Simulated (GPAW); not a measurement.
# Ballistic transport through an Al chain with one Si atom in line, from relaxation to T(E), part 3 of 3

How well does an Al chain with one Si atom in line conduct once its atoms have relaxed, and how much do cheaper levels lose?

GPAW 26.7.0; GPAW LCAO, PAW setups; relaxation of the junction within the symmetry of its start, lead ends held (the session's first sound run).

So far, transmission at the Fermi level (one spin): step 3 (GPAW, dzp, PBE, GPAW) 1.50; step 4 (GPAW, szp: basis = "szp(dzp)", PBE, GPAW) 1.47; step 5 (minimal basis, PBE, GPAW) 1.55; step 6 (LDA in the dzp basis: xc = "LDA") 1.51; step 7 (the structure as built: geometry = "as built", PBE, GPAW) 1.60.

## Step 10: Other settings

One more run, with changed settings.

This step: GPAW LCAO, PAW setups; Landauer transmission from Green's functions with principal layers (ASE), zero bias (GPAW 26.7.0).

run.py

```python
import json
import numpy as np
from ase import Atoms
from ase.transport.calculators import TransportCalculator
from gpaw import GPAW, FermiDirac
from gpaw.lcao.tools import get_lcao_hamiltonian
from scipy.linalg import eigh

# The junction with lead layers at both ends, along the third cell vector
device = Atoms(
    ['Al', 'Al', 'Al', 'Al', 'Al', 'Al', 'Al', 'Si', 'Al', 'Al', 'Al', 'Al', 'Al', 'Al', 'Al'],
    positions=[
        [4.50000, 4.50000, 1.20000],
        [4.50000, 4.50000, 3.60000],
        [4.50000, 4.50000, 6.00000],
        [4.50000, 4.50000, 8.40000],
        [4.50000, 4.50000, 10.80000],
        [4.50000, 4.50000, 13.20000],
        [4.50000, 4.50000, 15.63350],
        [4.50000, 4.50000, 17.87390],
        [4.50000, 4.50000, 20.11430],
        [4.50000, 4.50000, 22.54780],
        [4.50000, 4.50000, 24.94780],
        [4.50000, 4.50000, 27.34780],
        [4.50000, 4.50000, 29.74780],
        [4.50000, 4.50000, 32.14780],
        [4.50000, 4.50000, 34.54780]],
    cell=[[9.0, 0.0, 0.0], [0.0, 9.0, 0.0], [0.0, 0.0, 35.7478]],
    pbc=True)

# One principal layer of the lead: the first 4 atoms of the device
lead = Atoms(
    ['Al', 'Al', 'Al', 'Al'],
    positions=[
        [4.50000, 4.50000, 1.20000],
        [4.50000, 4.50000, 3.60000],
        [4.50000, 4.50000, 6.00000],
        [4.50000, 4.50000, 8.40000]],
    cell=[[9.0, 0.0, 0.0], [0.0, 9.0, 0.0], [0.0, 0.0, 9.6]],
    pbc=True)

settings = dict(mode='lcao', basis='cc-pVDZ', xc='PBE', h=0.2,
                occupations=FermiDirac(0.1), maxiter=100,
                mixer=dict(beta=0.1, nmaxold=8, weight=100.0),
                convergence=dict(density=0.0001))
energies = np.arange(-2, 2 + 1e-9, 0.025)
eta = 0.0001
n1, n2 = 1, 1
# k and -k transmit alike, so half of the mesh across the current serves
mesh = [(i, j) for i in range(n1) for j in range(n2) if (i, j) <= (-i % n1, -j % n2)]
weights = np.array([1 if (i, j) == (-i % n1, -j % n2) else 2 for i, j in mesh]) / (n1 * n2)


def ground_state(atoms, size, txt):
    atoms.calc = GPAW(kpts={'size': size, 'gamma': True}, symmetry={'tolerance': 1e-3}, txt=txt, **settings)
    atoms.get_potential_energy()
    return atoms.calc.get_fermi_level()


def blocks(atoms, fermi, points, nz, cells):
    """H - E_F S and S between cell 0 and the cells above it, at each point across the current."""
    kz = np.arange(nz) / nz
    calc = atoms.calc.fixed_density(kpts=[(*k, z) for k in points for z in kz], symmetry='off', txt=None)
    H, S = get_lcao_hamiltonian(calc)
    H = (H - fermi * S).reshape(len(H), len(points), nz, *S.shape[1:])
    S = S.reshape(H.shape[1:])
    phases = [np.exp(-2j * np.pi * kz * R) / nz for R in cells]
    return [(np.einsum('skzij,z->ksij', H, p), np.einsum('kzij,z->kij', S, p)) for p in phases]


def pair(a, b):
    return np.block([[a, b], [b.T.conj(), a]])


def count_channels(h, s, cells, nk=240):
    """Half the number of times that the lead's bands cross each energy, unfolded to its shortest repeat."""
    b = len(h) // cells
    bands = []
    for k in (np.arange(nk + 1) + 0.5) / nk:
        hk, sk = h[:b, :b].copy(), s[:b, :b].copy()
        for R in range(1, cells):
            phase, block = np.exp(2j * np.pi * k * R), slice(R * b, (R + 1) * b)
            hk += h[:b, block] * phase + (h[:b, block] * phase).T.conj()
            sk += s[:b, block] * phase + (s[:b, block] * phase).T.conj()
        w, u = eigh(sk)
        x = u[:, w > 1e-5] / w[w > 1e-5]**0.5  # drop near-dependent combinations
        bands.append(np.r_[eigh(x.T.conj() @ hk @ x, eigvals_only=True), [1e9] * (w <= 1e-5).sum()])
    below = np.array(bands)[:, :, None] < energies
    return (below[1:] != below[:-1]).sum((0, 1)) / 2


fermi_lead = ground_state(lead, (1, 1, 12), 'lead.txt')
fermi_device = ground_state(device, (1, 1, 2), 'device.txt')
T, channels, eigen, tail, misfit, shifts = [], [], [], 0.0, 0.0, []
for first in range(0, len(mesh), 493):
    points = [(i / n1, j / n2) for i, j in mesh[first:first + 493]]
    (H0k, S0k), (H1k, S1k), (H2k, _) = blocks(lead, fermi_lead, points, 5, range(3))
    [(Hk, Sk)] = blocks(device, fermi_device, points, 2, [0])
    tail = max(tail, abs(H2k).max())
    for H0, S0, H1, S1, H, S in zip(H0k, S0k, H1k, S1k, Hk, Sk):
        n = len(S0)
        # Shift the lead onto the potential of the device's first layer
        shift = ((H[:, 0, 0] - H0[:, 0, 0]) / S0[0, 0]).real.mean()
        shifts.append(shift)
        misfit = max(misfit, abs(H[:, :n, :n] - H0 - shift * S0).max())
        Tk, Ck, Ek = [], [], []
        for s in range(len(H)):
            t = s % len(H0)  # a lead without moments serves both spins
            h1, s1 = pair(H0[t] + shift * S0, H1[t] + shift * S1), pair(S0, S1)
            leads = dict(h1=h1, s1=s1, energies=energies, eta=eta, eta1=eta, eta2=eta)
            calc = TransportCalculator(h=H[s], s=S, eigenchannels=3, **leads)
            Tk.append(calc.get_transmission())
            Ek.append(np.sort(calc.eigenchannels_ne, axis=0)[::-1])
            Ck.append(count_channels(h1, s1, 8))
        T.append(Tk)
        channels.append(Ck)
        eigen.append(Ek)
T, channels = np.array(T), np.array(channels)
mean, open_channels = np.einsum('kse,k->se', T, weights), np.einsum('kse,k->se', channels, weights)

print(f'basis functions: device {len(S)}, principal layer {n}')
print(f'Fermi level: lead {fermi_lead:.4f} eV, device {fermi_device:.4f} eV; lead shifted by {np.mean(shifts):.4f} eV')
print(f'largest coupling past the next layer {tail:.2e} eV, largest misfit of the first layer {misfit:.3f} eV')
print('  E-E_F (eV)   ' + 'T (one spin)  channels')
for e, t, c in zip(energies, mean.T, open_channels.T):
    print(f'{e:10.3f}  ', *[f'{x:11.4e}' for x in t], *[f'{x:9.4f}' for x in c])

kT = 8.617333e-5 * 300
fine = np.linspace(energies[0], energies[-1], 4001)
both = np.exp(np.interp(fine, energies, np.log(np.maximum(mean.sum(0) * 2 / len(mean), 1e-30))))
fermi = lambda mu: 1 / (1 + np.exp(np.clip((fine - mu) / kT, -200, 200)))
slope = fermi(0) * (1 - fermi(0)) / kT
G = np.trapezoid(both * slope, fine) / 2
seebeck = -np.trapezoid(both * slope * fine, fine) / (2 * G * 300) * 1e6
print(f'conductance at 300 K: {G:.5g} G0 a cell; thermopower {seebeck:.4g} uV/K')
bias = [0.1, 0.2, 0.5, 1.0, 1.5, 2.0]
current = [38.74 * np.trapezoid(both * (fermi(V / 2) - fermi(-V / 2)), fine) for V in bias]
for V, I in zip(bias, current):
    print(f'current from the zero-bias T(E) at {V} V: {I:.5g} uA')
zero = abs(energies).argmin()
json.dump(dict(energies=energies.tolist(), T=mean.tolist(), channels=open_channels.tolist(), G=G, seebeck=seebeck,
               bias=bias, current=current, tail=tail, misfit=misfit, shift=np.mean(shifts), n_device=len(S), n_lead=n,
               fermi=[fermi_lead, fermi_device], energy=device.get_potential_energy(),
               moments=device.get_magnetic_moments().tolist(), mesh=mesh, weights=weights.tolist(),
               T_k=T[:, :, zero].tolist(), eigen=np.array(eigen[0]).tolist()), open('result.json', 'w'))
```

Run with:

```bash
OMP_NUM_THREADS=1 OPENBLAS_NUM_THREADS=1 python run.py
```

Output:

```text
FileNotFoundError: Could not find required basis set file "Al.cc-pVDZ.basis".
```

Elapsed: 0.82 s, on 1 thread of Arm Neoverse V1, shared host; peak memory 0.1 GiB.

The program refused the input before any cycle.

The program's message: “FileNotFoundError: Could not find required basis set file "Al.cc-pVDZ.basis".”

The change that led to it: basis = "cc-pVDZ".

## Step 11: What came out

```yaml
conductance: 1.49 G₀
transmission_at_the_fermi_level_mean_of_the_spins: 1.50
thermopower: -1.59 μV/K
open_channels_of_the_lead_there: 2
```

In words: In the dzp basis the junction conducts 1.49 G₀ at 300 K, with T = 1.50 a spin at the Fermi level; the sz basis reaches that conductance within 10 %. Relaxation moved atoms by up to 0.033 Å and took the conductance from 1.59 to 1.49 G₀, as a ratio a larger change than the step from dzp to the minimal basis. The scatterer reflects about 25 % of the incoming channels at the Fermi level. At the Fermi level two eigenchannels carry the current (0.75 and 0.75). Measured against the first run (dzp), the nearest curve is that of asbuilt (r.m.s. 0.061) and the farthest that of sz (0.32). Over the compared runs wall time goes from 35 s (sz) to 69 s (dzp), on a shared host. The leads kept an estimated spacing and the cell its length, so the junction may be under some tension or compression. The geometry comes from the orbital basis, which tends to overbind, and kept the symmetry of the start, so a structure of lower symmetry may lie lower. An evenly spaced straight chain is an idealisation: free chains tend to dimerise, zigzag or, where a band edge lies near the Fermi level, turn magnetic. The currents use the zero-bias T(E) throughout, which holds only while the bias is small against the distance to the nearest feature.

[Logs are printed without paths, hosts, clocks, repeated set-up lines and the standing remarks that a program may print on its own settings, such as how far it seeks lower states.]

[Hosts, paths, dates, database ids (printed as entryN), source tags and the programs' standing remarks are cut or masked in the printed files.]
